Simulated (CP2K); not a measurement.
Two runs for the S L₂,₃ edge of 2-aminothiazole. Run A: CP2K XAS_TDP, all-electron GAPW, PBEh(45%), aug-cc-pVDZ, TDA, ZORA, spin–orbit coupling. Run B differs in one setting.

First lines with a strength over 0.0003. A:

```csv
atom,energy (eV),states,"strength, one atom"
S6 (bonded to 2 C),164.12,1,0.0020
,164.34,1,0.0011
,164.88,2,0.0005
,164.97,1,0.0006
,165.22,1,0.0015
```

B:

```csv
atom,energy (eV),states,"strength, one atom"
S6 (bonded to 2 C),167.17,2,0.0020
,167.39,1,0.0012
,167.93,2,0.0005
,168.02,1,0.0006
,168.28,1,0.0015
```

Q: Which was it: GW2X switched on, the functional, the basis?

GW2X switched on. GW2X shifts the lines nearly together; each 2p level gets its own shift. The lowest line over the strength cut lies at 167.17 eV, against 164.12 eV (PBEh(45%), aug-cc-pVDZ).

[Banner, clock and machine lines of the logs are left out without a mark of their own.]

[Logs are printed without paths, hosts, clocks, repeated set-up lines and the standing remarks that a program may print on its own settings, such as how far it seeks lower states.]

[Hosts, paths, dates, database ids (printed as entryN), source tags and the programs' standing remarks are cut or masked in the printed files.]
